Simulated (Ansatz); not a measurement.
# Resistivity from frozen vibrations: Cu(111) with 4 thermally displaced layers, 2x2, part 2 of 2

Wanted: the phonon-limited resistivity of Cu at 180 K by the Landauer route.

Ansatz 0.2.0; Ansatz plane-wave DFT, PBE, PAW files; ballistic transport by layer matching (Landauer), zero bias; PAW set soft_1.

So far. Step 2 (With 4 displaced layers): Over the solved energies the transmission per spin lies between 3.16 and 3.16, out of 3.21 channels of the lead on average (up to 3.21).

**3. With 8 displaced layers**

Each atom of 8 layers is moved at random, by amounts drawn from a normal law 0.062 Å wide in each direction from the Debye model (343 K) at 180 K. A fresh draw is used; the growth of the resistance with length is what counts.

System of this step: Cu(111) with 8 thermally displaced layers, 2x2. The cell holds 56 atoms: 56 Cu. Cell: a = 5.112 Å, b = 5.112 Å, c = 29.257 Å, α = 87.5°, β = 92.5°, γ = 120.0°. It derives from Cu. Regions: lead, 24 atoms (24 Cu); scattering region, 32 atoms (32 Cu). The structure is stacked along c, and the current runs across the ab planes.

input.yaml reads:

```yaml
crystal:
  lattice:
    - [5.1123254594, 0.0, 0.0]
    - [-2.5561627297, 4.4274037203, 0.0]
    - [-1.2780813649, 0.73790062, 29.2193738075]
  atoms:
    - { symbol: Cu, position: [0.005952381, 0.994047619, 0.0357142857] }
    - { symbol: Cu, position: [0.005952381, 0.494047619, 0.0357142857] }
    - { symbol: Cu, position: [0.505952381, 0.994047619, 0.0357142857] }
    - { symbol: Cu, position: [0.505952381, 0.494047619, 0.0357142857] }
    - { symbol: Cu, position: [0.1845238095, 0.3154761905, 0.1071428571] }
    - { symbol: Cu, position: [0.1845238095, 0.8154761905, 0.1071428571] }
    - { symbol: Cu, position: [0.6845238095, 0.3154761905, 0.1071428571] }
    - { symbol: Cu, position: [0.6845238095, 0.8154761905, 0.1071428571] }
    - { symbol: Cu, position: [0.3630952381, 0.1369047619, 0.1785714286] }
    - { symbol: Cu, position: [0.3630952381, 0.6369047619, 0.1785714286] }
    - { symbol: Cu, position: [0.8630952381, 0.1369047619, 0.1785714286] }
    - { symbol: Cu, position: [0.8630952381, 0.6369047619, 0.1785714286] }
    - { symbol: Cu, position: [0.0411771903, 0.966191291, 0.2491933363] }
    - { symbol: Cu, position: [0.0536581679, 0.4722449234, 0.248845292] }
    - { symbol: Cu, position: [0.5683409815, 0.9806661684, 0.2522899324] }
    - { symbol: Cu, position: [0.564281015, 0.4728973004, 0.2547845433] }
    - { symbol: Cu, position: [0.2227203666, 0.2795777765, 0.3227084752] }
    - { symbol: Cu, position: [0.1980337196, 0.7583205562, 0.3195567895] }
    - { symbol: Cu, position: [0.7275263595, 0.2869307488, 0.3181681378] }
    - { symbol: Cu, position: [0.6951126202, 0.7754006296, 0.3210294812] }
    - { symbol: Cu, position: [0.4033488352, 0.1101587354, 0.3954649532] }
    - { symbol: Cu, position: [0.4055132984, 0.6101589178, 0.390532925] }
    - { symbol: Cu, position: [0.8864311805, 0.1042640677, 0.3942676793] }
    - { symbol: Cu, position: [0.9120465767, 0.6092148768, 0.3945213026] }
    - { symbol: Cu, position: [0.0746736312, 0.898338155, 0.4627276805] }
    - { symbol: Cu, position: [0.0865452924, 0.4315106728, 0.4610767782] }
    - { symbol: Cu, position: [0.5884540661, 0.9165551117, 0.4637924665] }
    - { symbol: Cu, position: [0.5854448663, 0.4336250956, 0.4612443785] }
    - { symbol: Cu, position: [0.2682279507, 0.2454028019, 0.5340784788] }
    - { symbol: Cu, position: [0.2370773672, 0.7136625056, 0.534339921] }
    - { symbol: Cu, position: [0.7530774269, 0.2342328951, 0.5350181826] }
    - { symbol: Cu, position: [0.7548720587, 0.7443642306, 0.537880263] }
    - { symbol: Cu, position: [0.4325918436, 0.0616446429, 0.6082859606] }
    - { symbol: Cu, position: [0.457492877, 0.5604943731, 0.6082312551] }
    - { symbol: Cu, position: [0.925047738, 0.0840875384, 0.6085421893] }
    - { symbol: Cu, position: [0.9499072836, 0.5650178517, 0.6049298122] }
    - { symbol: Cu, position: [0.128813192, 0.8977651877, 0.6767314138] }
    - { symbol: Cu, position: [0.0983141726, 0.3932557879, 0.6782077035] }
    - { symbol: Cu, position: [0.6402905146, 0.8784887675, 0.677449723] }
    - { symbol: Cu, position: [0.5997771417, 0.3638989538, 0.6766846236] }
    - { symbol: Cu, position: [0.3104764067, 0.2067084872, 0.7487088884] }
    - { symbol: Cu, position: [0.2805373269, 0.7162305621, 0.7513970277] }
    - { symbol: Cu, position: [0.7921598259, 0.2027742329, 0.7506484074] }
    - { symbol: Cu, position: [0.7917470574, 0.6985769567, 0.7513207032] }
    - { symbol: Cu, position: [0.4702380952, 0.0297619048, 0.8214285714] }
    - { symbol: Cu, position: [0.4702380952, 0.5297619048, 0.8214285714] }
    - { symbol: Cu, position: [0.9702380952, 0.0297619048, 0.8214285714] }
    - { symbol: Cu, position: [0.9702380952, 0.5297619048, 0.8214285714] }
    - { symbol: Cu, position: [0.1488095238, 0.8511904762, 0.8928571429] }
    - { symbol: Cu, position: [0.1488095238, 0.3511904762, 0.8928571429] }
    - { symbol: Cu, position: [0.6488095238, 0.8511904762, 0.8928571429] }
    - { symbol: Cu, position: [0.6488095238, 0.3511904762, 0.8928571429] }
    - { symbol: Cu, position: [0.3273809524, 0.1726190476, 0.9642857143] }
    - { symbol: Cu, position: [0.3273809524, 0.6726190476, 0.9642857143] }
    - { symbol: Cu, position: [0.8273809524, 0.1726190476, 0.9642857143] }
    - { symbol: Cu, position: [0.8273809524, 0.6726190476, 0.9642857143] }
kpoints:
  mp_grid: { grid: [5, 5, 1] }
hamiltonian:
  xc: pbe
  pseudopotentials: { kind: paw, azcp: { folder: soft_1 } }
scf:
  occupations: { method: fermi_dirac, width: 0.1 }
output:
  transmission:
    leads: [[0, 4]]
    kmesh: [10, 10]
    e_range: [-0.05, 0.05]
    de: 0.05
  write_potential: true
  write_density: true
  volumetric_format: npy
```

Command:

```sh
ansatz run input.yaml --threads 4 --pin off --max-ram 15360MiB --backend cpu --events-out ev --progress --plain --runs-dir out
```

Numbers of over 12 decimals in the logs are rounded to 6 here.

What it wrote:

```text
[...]
Crystal: 56 atoms, lattice volume = 661.361 Å³
Basis set: ecut = 420 eV, 12983 PW (Γ)
Bands: 639, of which v1, the nominal top of the filled ones, is band 532 counted from 1 (531 counted from 0)
Symmetry: 1 space group operations
[...]
k-points: 13 of 25 (time reversal used)
[...]
SCF iter   1: F=—  HF=-371060.263439 eV  |F-HF|=—  |Δ(HF+E_count)|=         —  Δρ=2.67e-1  dr2=2.83e2  ethr=3.10e-3  ⟨swp⟩=5.0  Hψ=25534  notcnv=0  defer=23
[...]
SCF iter  12: F=-371009.095970 eV  HF=-371009.095970 eV  |F-HF|=4.51e-8  |Δ(HF+E_count)|=   8.91e-9  Δρ=1.59e-6  dr2=4.22e-8  ethr=9.40e-12  ⟨swp⟩=6.0  Hψ=29133  notcnv=0
SCF 1 converged in 12 iterations: F = -371009.095970 eV  dr2 = 4.22e-8
[...]
transmission: 230 of 2288 steps passed
transmission: 458 of 2288 steps passed
[...]
transmission: 2288 of 2288 steps passed
SCF converged after 12 iterations
Free energy (F): -371009.095970 eV
[...]
Internal energy: -371008.382670 eV  (E = F + TS)
E sigma→0 (E₀):  -371008.739320 eV
Entropy (-TS):   -0.713300 eV (-12.737 meV/atom)
Fermi energy:    16.339892 eV
[...]
--- Band table (eV; the first three rows and the last of 13) ---
  k-point 0: bands = [... 528 lower, 16.3157, 16.6143, 16.6448, 16.8514, 16.8654, 16.9244, 16.9389, 17.0986, ... 103 higher]
  k-point 1: bands = [... 528 lower, 16.0848, 16.2048, 16.2207, 16.2370, 16.3199, 16.4214, 16.4535, 16.5223, ... 103 higher]
  k-point 2: bands = [... 528 lower, 16.1286, 16.1632, 16.1965, 16.2849, 16.3242, 16.4276, 16.5827, 16.6106, ... 103 higher]
  k-point 12: bands = [... 528 lower, 15.6371, 15.7210, 16.0285, 16.3908, 16.5185, 16.7543, 16.7880, 16.9770, ... 103 higher]
--- Transmission ---
  basis      : 199 plane waves across, 44 finite elements along
  points     : 52, standing for a mesh of 10 x 10
[...]
channels       : 3.210000e0 a spin
[...]
junction   : crystal 0 to crystal 0, 0.70 to 27.83 Å
    transmission   : 3.107463e0 a spin
[...]
```

Elapsed: 16 min, on 4 threads of Arm Neoverse V1, shared host; peak memory 8.4 GiB; 64 min of CPU time.

Numbers from this step:

- free energy: -371009.0960 eV
- energy at zero smearing: -371008.7393 eV
- transmission per spin nearest the Fermi level: 3.107
- step of the lead's potential: 2.6 meV

Per spin. The transmission, zone mean by energy, zero at the Fermi level:

| energy (eV) | transmission, zone mean |
| --- | --- |
| -0.0500 | 3.09 |
| 0.0000 | 3.11 |
| 0.0500 | 3.12 |

Over the solved energies the transmission per spin lies between 3.09 and 3.12, out of 3.21 channels of the lead on average (up to 3.21).

**4. With 12 displaced layers**

Each atom of 12 layers is moved at random, by amounts drawn from a normal law 0.062 Å wide in each direction from the Debye model (343 K) at 180 K. A fresh draw is used; the growth of the resistance with length is what counts.

System of this step: Cu(111) with 12 thermally displaced layers, 2x2. The cell holds 72 atoms: 72 Cu. Its edges and angles: a = 5.112 Å, b = 5.112 Å, c = 37.568 Å, α = 90.0°, β = 90.0°, γ = 120.0°. It derives from Cu. Regions: lead, 24 atoms (24 Cu); scattering region, 48 atoms (48 Cu). The structure is stacked along c, and the current runs across the ab planes.

input.yaml reads:

```yaml
crystal:
  lattice:
    - [5.1123254594, 0.0, 0.0]
    - [-2.5561627297, 4.4274037203, 0.0]
    - [0.0, 0.0, 37.567766324]
  atoms:
    - { symbol: Cu, position: [0.0, 0.0, 0.0277777778] }
    - { symbol: Cu, position: [0.0, 0.5, 0.0277777778] }
    - { symbol: Cu, position: [0.5, 0.0, 0.0277777778] }
    - { symbol: Cu, position: [0.5, 0.5, 0.0277777778] }
    - { symbol: Cu, position: [0.1666666667, 0.3333333333, 0.0833333333] }
    - { symbol: Cu, position: [0.1666666667, 0.8333333333, 0.0833333333] }
    - { symbol: Cu, position: [0.6666666667, 0.3333333333, 0.0833333333] }
    - { symbol: Cu, position: [0.6666666667, 0.8333333333, 0.0833333333] }
    - { symbol: Cu, position: [0.3333333333, 0.1666666667, 0.1388888889] }
    - { symbol: Cu, position: [0.3333333333, 0.6666666667, 0.1388888889] }
    - { symbol: Cu, position: [0.8333333333, 0.1666666667, 0.1388888889] }
    - { symbol: Cu, position: [0.8333333333, 0.6666666667, 0.1388888889] }
    - { symbol: Cu, position: [0.9653153977, 0.9819463058, 0.1939428029] }
    - { symbol: Cu, position: [0.9905307436, 0.4836935195, 0.1949870285] }
    - { symbol: Cu, position: [0.5159623703, 0.0063172587, 0.1948150493] }
    - { symbol: Cu, position: [0.512878216, 0.5056645613, 0.1925588412] }
    - { symbol: Cu, position: [0.1732526852, 0.3514192691, 0.248122482] }
    - { symbol: Cu, position: [0.1646973091, 0.8278833854, 0.2485177558] }
    - { symbol: Cu, position: [0.6551049907, 0.3347482046, 0.250520512] }
    - { symbol: Cu, position: [0.6602884205, 0.8130804871, 0.2495234082] }
    - { symbol: Cu, position: [0.3441570094, 0.1799273619, 0.3066655883] }
    - { symbol: Cu, position: [0.3511033662, 0.6820328238, 0.3069155098] }
    - { symbol: Cu, position: [0.8238519509, 0.167479568, 0.3043784587] }
    - { symbol: Cu, position: [0.792676747, 0.6431246526, 0.309003496] }
    - { symbol: Cu, position: [0.9707469038, 0.9685977932, 0.3601457659] }
    - { symbol: Cu, position: [0.0181252172, 0.4993703362, 0.3617846879] }
    - { symbol: Cu, position: [0.4961384076, 0.9988343201, 0.3632018228] }
    - { symbol: Cu, position: [0.5090508045, 0.4987919874, 0.3625828069] }
    - { symbol: Cu, position: [0.178164394, 0.330263762, 0.4171122976] }
    - { symbol: Cu, position: [0.1650690396, 0.8239733839, 0.4185662925] }
    - { symbol: Cu, position: [0.6603024021, 0.3246572379, 0.4139006209] }
    - { symbol: Cu, position: [0.6620005516, 0.8546979414, 0.4147848935] }
    - { symbol: Cu, position: [0.3359724574, 0.1615245325, 0.4730662129] }
    - { symbol: Cu, position: [0.3352025642, 0.6557942622, 0.4717404739] }
    - { symbol: Cu, position: [0.8353406124, 0.168270987, 0.4721751643] }
    - { symbol: Cu, position: [0.833941281, 0.6754819761, 0.4743962132] }
    - { symbol: Cu, position: [0.0013728555, 0.9896338351, 0.5284313253] }
    - { symbol: Cu, position: [0.0039738635, 0.5064654279, 0.5308228506] }
    - { symbol: Cu, position: [0.4973243531, 0.999838907, 0.5263143223] }
    - { symbol: Cu, position: [0.4925095885, 0.4920286564, 0.5304184381] }
    - { symbol: Cu, position: [0.1663486063, 0.3253232276, 0.5865180888] }
    - { symbol: Cu, position: [0.156588556, 0.8453958961, 0.5850107321] }
    - { symbol: Cu, position: [0.6717994138, 0.3296757167, 0.5831197558] }
    - { symbol: Cu, position: [0.6680055682, 0.8443428463, 0.5794892454] }
    - { symbol: Cu, position: [0.3281963728, 0.1687947501, 0.6379296252] }
    - { symbol: Cu, position: [0.3095867641, 0.663265682, 0.6376424208] }
    - { symbol: Cu, position: [0.8528258055, 0.1862382705, 0.6390034069] }
    - { symbol: Cu, position: [0.8084998661, 0.6639188708, 0.6373635366] }
    - { symbol: Cu, position: [0.0201173754, 0.0236900316, 0.6949683851] }
    - { symbol: Cu, position: [0.0352923151, 0.5212123972, 0.6955941266] }
    - { symbol: Cu, position: [0.4910286159, 0.0029256199, 0.6922339973] }
    - { symbol: Cu, position: [0.5156319603, 0.503343616, 0.6969184533] }
    - { symbol: Cu, position: [0.1591287098, 0.3080631744, 0.7513001263] }
    - { symbol: Cu, position: [0.192369039, 0.8586726344, 0.7486369375] }
    - { symbol: Cu, position: [0.6587424593, 0.3363012591, 0.7485003985] }
    - { symbol: Cu, position: [0.6450557476, 0.8199915706, 0.7545055797] }
    - { symbol: Cu, position: [0.3210361214, 0.1541872306, 0.8050078973] }
    - { symbol: Cu, position: [0.3444838673, 0.6862369531, 0.8072888009] }
    - { symbol: Cu, position: [0.8451852439, 0.1687278224, 0.8059831813] }
    - { symbol: Cu, position: [0.8169958776, 0.6469991683, 0.8090867365] }
    - { symbol: Cu, position: [0.0, 0.0, 0.8611111111] }
    - { symbol: Cu, position: [0.0, 0.5, 0.8611111111] }
    - { symbol: Cu, position: [0.5, 0.0, 0.8611111111] }
    - { symbol: Cu, position: [0.5, 0.5, 0.8611111111] }
    - { symbol: Cu, position: [0.1666666667, 0.3333333333, 0.9166666667] }
    - { symbol: Cu, position: [0.1666666667, 0.8333333333, 0.9166666667] }
    - { symbol: Cu, position: [0.6666666667, 0.3333333333, 0.9166666667] }
    - { symbol: Cu, position: [0.6666666667, 0.8333333333, 0.9166666667] }
    - { symbol: Cu, position: [0.3333333333, 0.1666666667, 0.9722222222] }
    - { symbol: Cu, position: [0.3333333333, 0.6666666667, 0.9722222222] }
    - { symbol: Cu, position: [0.8333333333, 0.1666666667, 0.9722222222] }
    - { symbol: Cu, position: [0.8333333333, 0.6666666667, 0.9722222222] }
kpoints:
  mp_grid: { grid: [5, 5, 1] }
hamiltonian:
  xc: pbe
  pseudopotentials: { kind: paw, azcp: { folder: soft_1 } }
scf:
  occupations: { method: fermi_dirac, width: 0.1 }
output:
  transmission:
    leads: [[0, 4]]
    kmesh: [10, 10]
    e_range: [-0.05, 0.05]
    de: 0.05
  write_potential: true
  write_density: true
  volumetric_format: npy
```

What it wrote:

```text
[...]
Crystal: 72 atoms, lattice volume = 850.321 Å³
Basis set: ecut = 420 eV, 16727 PW (Γ)
Bands: 821, of which v1, the nominal top of the filled ones, is band 684 counted from 1 (683 counted from 0)
Symmetry: 1 space group operations
[...]
k-points: 13 of 25 (time reversal used)
[...]
SCF iter   1: F=—  HF=-477076.807189 eV  |F-HF|=—  |Δ(HF+E_count)|=         —  Δρ=2.67e-1  dr2=3.63e2  ethr=3.10e-3  ⟨swp⟩=4.8  Hψ=31718  notcnv=0  defer=46
[...]
SCF iter  13: F=-477011.232503 eV  HF=-477011.232503 eV  |F-HF|=8.03e-9  |Δ(HF+E_count)|=   1.22e-8  Δρ=8.06e-7  dr2=7.15e-9  ethr=7.31e-12  ⟨swp⟩=2.0  Hψ=19631  notcnv=0
SCF 1 converged in 13 iterations: F = -477011.232503 eV  dr2 = 7.15e-9
[...]
transmission: 310 of 3068 steps passed
transmission: 616 of 3068 steps passed
[...]
transmission: 3068 of 3068 steps passed
SCF converged after 13 iterations
Free energy (F): -477011.232503 eV
[...]
Internal energy: -477010.395631 eV  (E = F + TS)
E sigma→0 (E₀):  -477010.814067 eV
Entropy (-TS):   -0.836873 eV (-11.623 meV/atom)
Fermi energy:    16.320779 eV
[...]
--- Band table (eV; the first three rows and the last of 13) ---
  k-point 0: bands = [... 680 lower, 16.3733, 16.7840, 16.7937, 16.8100, 16.8166, 16.8411, 16.8503, 17.1089, ... 133 higher]
  k-point 1: bands = [... 680 lower, 16.0199, 16.1434, 16.1944, 16.3118, 16.3495, 16.4369, 16.4717, 16.4871, ... 133 higher]
  k-point 2: bands = [... 680 lower, 16.1305, 16.1639, 16.2144, 16.2571, 16.3191, 16.3483, 16.3712, 16.4526, ... 133 higher]
  k-point 12: bands = [... 680 lower, 15.8440, 15.9743, 15.9849, 16.3300, 16.3442, 16.8136, 16.8215, 16.9397, ... 133 higher]
--- Transmission ---
  basis      : 199 plane waves across, 59 finite elements along
  points     : 52, standing for a mesh of 10 x 10
[...]
channels       : 3.210000e0 a spin
[...]
junction   : crystal 0 to crystal 0, 0.70 to 36.18 Å
    transmission   : 3.011721e0 a spin
[...]
```

It took 32 min on 4 threads; peak memory 7.4 GiB; 2 h of CPU time.

This step gave:

```
free energy                                   : -477011.2325 eV
energy at zero smearing                       : -477010.8141 eV
Fermi energy                                  : 16.32 eV
transmission per spin nearest the Fermi level : 3.012
step of the lead's potential                  : 2 meV
```

Per spin. The transmission, zone mean by energy, zero at the Fermi level:

| energy (eV) | transmission, zone mean |
| --- | --- |
| -0.0500 | 2.98 |
| 0.0000 | 3.01 |
| 0.0500 | 3.01 |

Over the solved energies the transmission per spin lies between 2.98 and 3.01, out of 3.21 channels of the lead on average (up to 3.21).

**5. The fit**

This step: Ansatz plane-wave DFT, PBE, PAW files; ballistic transport by layer matching (Landauer), zero bias; resistivity from the slope of the area resistance; PAW set soft_1 (Ansatz 0.2.0).

This step gave:

- resistivity: 2.956 µΩ cm
- intercept: -0.01288 fΩ m²
- scatter about the fit: 0.003637 fΩ m²

Resistance, by row:

| run | length (Å) | T | channels N | RA (fΩ m²) |
| --- | --- | --- | --- | --- |
| n4 | 8.348 | 3.16 | 3.21 | 0.01438 |
| n8 | 16.7 | 3.103 | 3.21 | 0.03134 |
| n12 | 25.05 | 3 | 3.21 | 0.06373 |

The area resistance by length of the displaced region:

| length of the displaced region (Å) | area resistance (fΩ m²) |
| --- | --- |
| 8.35 | 0.0144 |
| 16.70 | 0.0313 |
| 25.05 | 0.0637 |

The area resistance goes from 0.014 to 0.064 fΩ m² between 8.3 and 25.0 Å, a slope of 3.0 µΩ cm.

By hand from the end points: (0.06373 − 0.01438) fΩ m² / (25.05 − 8.35) Å = 3.0 µΩ cm, since 1 fΩ m² per Å is 1000 µΩ cm.

**6. Results**

- resistivity from the slope: 2.96 µΩ cm
- area resistance over 8.35 Å: 0.0144 fΩ m²
- area resistance over 16.7 Å: 0.0313 fΩ m²
- area resistance over 25.0 Å: 0.0637 fΩ m²

**Reading.** The slope gives 3.0 µΩ cm. The points scatter by 0.0036 fΩ m² about the line, with one random draw a length in a 2x2 cell, so the slope is a rough value. The mean square of the displacements drawn is 0.78, 0.91 and 1.0 of the nominal one at the three lengths; with each resistance scaled back by that, the slope is 2.6 µΩ cm, the value used below. Read with a model of isotropic scattering on a spherical Fermi surface and the lead's 1.1×10¹⁵ S/m², this slope means a mean free path near 317 Å; over these lengths the model's slope is 1.22 times its bulk resistivity, which would be 2.2 µΩ cm. Uncorrelated displacements put too much weight on short waves, which scatter strongly; with the sideways repeat of a small cell, one draw and three short lengths, the method is good to a factor of two or three.

[Logs are printed without paths, hosts, clocks, repeated set-up lines and the standing remarks that a program may print on its own settings, such as how far it seeks lower states.]

[Hosts, paths, dates, database ids (printed as entryN), source tags and the programs' standing remarks are cut or masked in the printed files.]
